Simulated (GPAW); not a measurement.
# STM contrast on Nb2N(OH)2 MXene monolayer, part 2 of 2

Aim: Tersoff-Hamann images of Nb2N(OH)2 MXene monolayer at several biases.

GPAW 26.7.0; GPAW, PAW setups; layer in a repeated cell with vacuum, relaxation of atoms and in-plane cell (the session's first sound run).

So far. Step 2 (Relaxing the atoms): The relaxation lowered the energy of the cell by 0.912 eV (energies extrapolated to zero smearing; the optimiser's log prints free energies). The largest force left on a free atom is 0.0018 eV/Å.

### 3. Plane waves, PBE (continued)

Level of this step: GPAW, PAW setups; slab in vacuum (GPAW).

Tip height over the top atom over a1 and a2. Sample bias 1.5 V, constant current at the mean current 3.0 Å over the top atom.

Values in Å, 12 rows by 16 columns, each cell a mean:
```
2.997 2.995 2.992 2.989 2.991 2.993 2.995 2.996 2.996 2.994 2.993 2.990 2.990 2.993 2.996 2.997
2.994 2.991 2.987 2.986 2.988 2.990 2.991 2.992 2.991 2.989 2.987 2.986 2.989 2.992 2.995 2.995
2.994 2.990 2.988 2.988 2.990 2.991 2.992 2.991 2.990 2.988 2.988 2.990 2.993 2.996 2.997 2.996
2.998 2.994 2.991 2.990 2.992 2.993 2.993 2.992 2.990 2.992 2.995 2.998 3.000 3.002 3.002 3.000
3.000 2.996 2.992 2.991 2.992 2.992 2.992 2.992 2.995 2.999 3.003 3.006 3.009 3.009 3.007 3.004
3.001 2.996 2.992 2.990 2.991 2.990 2.992 2.995 3.001 3.006 3.011 3.016 3.018 3.016 3.012 3.007
3.000 2.995 2.990 2.988 2.988 2.992 2.996 3.002 3.009 3.018 3.026 3.031 3.030 3.023 3.015 3.007
2.999 2.992 2.987 2.986 2.990 2.996 3.001 3.007 3.016 3.027 3.034 3.036 3.031 3.022 3.012 3.004
2.994 2.990 2.988 2.990 2.994 3.000 3.005 3.012 3.022 3.030 3.033 3.030 3.022 3.013 3.006 3.001
2.993 2.993 2.993 2.993 2.997 3.002 3.006 3.012 3.019 3.023 3.023 3.018 3.012 3.006 3.001 2.996
2.997 2.997 2.996 2.995 2.997 3.001 3.004 3.007 3.010 3.011 3.009 3.006 3.003 2.999 2.996 2.995
2.999 2.998 2.995 2.994 2.995 2.999 3.001 3.002 3.004 3.003 3.001 2.999 2.996 2.994 2.995 2.997
```
Columns: a1 from 0 to 0.944; rows upwards: a2 from 0 to 0.944.

Local density of states summed over the bias window over a1 and a2. Sample bias 1.5 V, constant height 3.0 Å over the top atom.

Ten even steps from '_' (1.90 × 1e-3 arbitrary) to '@' (2.02 × 1e-3 arbitrary):
```
::::..........::::::::..........::::
::..________..........________..::::
....________........________........
....______..........______......::..
::..____............____..::::::::::
::......................::----------
::::................::::--========--
--::..............::----==++++++==--
--::............::--==++********++==
--::..______..::--==++**##%%##**++==
::..________..::--++**%%@@@@%%**++--
::..______..::--==**##@@@@@@##**==--
::..____..::--==++**%%@@@@%%**++==--
....__....::--==++**##%%##**++==--::
..........::--==++********++==--::..
::::::..::::--====++++++====--::::..
::::::....::------====------::....::
::::::....::::::------::::::....::::
```
Columns: a1 from 0 to 0.944; rows upwards: a2 from 0 to 0.944.

Force by atom:

```tsv
atom	x (eV/Å)	y (eV/Å)	z (eV/Å)	size
H1	0.000	0.000	-0.097	0.097
O2	0.000	0.000	0.161	0.161
Nb3	0.000	0.000	-0.014	0.014
N4	0.000	0.000	0.000	0.000
Nb5	0.000	0.000	0.014	0.014
O6	0.000	0.000	-0.161	0.161
H7	0.000	0.000	0.097	0.097
```

The potential is flat to 3.2e-4 eV/Å where it is read, so the vacuum is wide enough.

### 4. A changed run

One more run, with changed settings.

The input, run.py:

```python
import json
import numpy as np
from ase import Atoms
from gpaw import GPAW, PW

slab = Atoms(
    ['H', 'O', 'Nb', 'N', 'Nb', 'O', 'H'],
    positions=[
        [-0.00000, 1.85296, 9.00000],
        [-0.00000, 1.85296, 9.98019],
        [1.60470, 0.92647, 11.30214],
        [0.00000, -0.00000, 12.35422],
        [-0.00000, 1.85296, 13.40629],
        [1.60470, 0.92647, 14.72824],
        [1.60470, 0.92647, 15.70843]],
    cell=[[3.20941, 0.0, 0.0], [-1.6047, 2.77943, 0.0], [0.0, 0.0, 24.7084]],
    pbc=[True, True, False])

slab.calc = GPAW(mode=PW(500), xc='PBE', kpts={'size': (12, 12, 1), 'gamma': True},
                 occupations={'name': 'fermi-dirac', 'width': 0.05}, nbands='100%',
                 convergence={'density': 1e-05}, maxiter=100,
                 poissonsolver={'dipolelayer': 'xy'},
                 symmetry={'tolerance': 1e-3}, txt='slab.txt')
result = {}
energy = slab.get_potential_energy()
fermi = slab.calc.get_fermi_level()
v = slab.calc.get_electrostatic_potential().mean((0, 1)) - fermi
n = slab.calc.get_pseudo_density().mean((0, 1))
L = slab.cell[2, 2]
z = np.arange(len(v)) * L / len(v)
low, high = slab.positions[:, 2].min(), slab.positions[:, 2].max()
below, above = np.interp([low - 6.8, high + 6.8], z, v)
slopes = [np.interp(x, z, np.gradient(v, z)) for x in (low - 6.8, high + 6.8)]
eps = np.array([[slab.calc.get_eigenvalues(k, s) for k in range(len(slab.calc.get_ibz_k_points()))]
                for s in range(slab.calc.get_number_of_spins())]) - fermi
top, bottom = eps[eps < 0].max(), eps[eps > 0].min()
dipole = slab.get_dipole_moment()[2]
print(f'energy {energy:.4f} eV, Fermi level {fermi:.4f} eV, dipole {dipole:.5f} e A')
print(f'potential 6.8 A off the faces, from the Fermi level: lower {below:.4f} eV, upper {above:.4f} eV')
print(f'slope of the potential there: lower {slopes[0]:.5f}, upper {slopes[1]:.5f} eV/A')
print(f'nearest levels on the mesh: {top:.4f} and {bottom:.4f} eV')
print('magnetic moment', round(slab.get_magnetic_moment(), 3))
result.update(energy=energy, fermi=fermi, dipole=dipole, below=below, above=above, slopes=slopes, edges=[top, bottom],
              z=z.tolist(), v=v.tolist(), n=n.tolist(), positions=slab.positions.tolist(),
              forces=slab.get_forces(apply_constraint=False).tolist(), moments=slab.get_magnetic_moments().tolist())
json.dump(result, open('result.json', 'w'))
```

The run is started by

```bash
OMP_NUM_THREADS=1 OPENBLAS_NUM_THREADS=1 python run.py
```

What it wrote:

```text
energy -52.6157 eV, Fermi level 2.4547 eV, dipole 0.00055 e A
potential 6.8 A off the faces, from the Fermi level: lower 1.2409 eV, upper 1.2305 eV
slope of the potential there: lower -0.00048, upper 0.00048 eV/A
nearest levels on the mesh: -0.0130 and 0.0222 eV
magnetic moment 0.0
```

Wall time 3.1 min (1 thread of Intel Xeon Platinum 8488C (Sapphire Rapids), shared host); peak memory 0.27 GiB.

The run finished. A setting was moved off its sound value on purpose, so it serves as a test and not as the result.

The fault put into the input: too few bands (nbands = "100 % of the filled bands").

The two runs compared:

```tsv
quantity	this run	sound run	difference
upper work function (eV)	1.2305	2.5394	-1.31
lower work function (eV)	1.2409	2.5499	-1.31
```

One result that differs is the upper work function, 1.23 eV against 2.54 eV.

### 5. What came out

```
work function, upper and lower face : 2.539 and 2.550 eV
dipole along the normal             : 5.4e-4 e Å
corrugation at -2 V                 : 0.0418 Å
corrugation at -1 V                 : 0.0417 Å
corrugation at 1.5 V                : 0.0524 Å
```

**Reading.** The corrugation at constant current is largest at 1.5 V, where the tip height varies by 0.052 Å over the cell. Negative sample bias images filled states, positive bias empty ones. The images are of Tersoff-Hamann type: an s-wave tip, no tip-sample forces, heights closer than in a microscope. The starting lattice was a guess from atomic radii; the relaxation moved it by 4 %. The small printed dipole stands for a step of -11 meV from the lower to the upper face, and the probes find -10 meV; values this small are near the numerical noise of both. The cell holds an odd number of electrons, so without spin polarisation it must come out metallic and without a moment, whatever its true state. The layer's cell and atoms come from the relaxation; spin-orbit coupling and temperature are left out.

[Logs are printed without paths, hosts, clocks, repeated set-up lines and the standing remarks that a program may print on its own settings, such as how far it seeks lower states.]

[Hosts, paths, dates, database ids (printed as entryN), source tags and the programs' standing remarks are cut or masked in the printed files.]
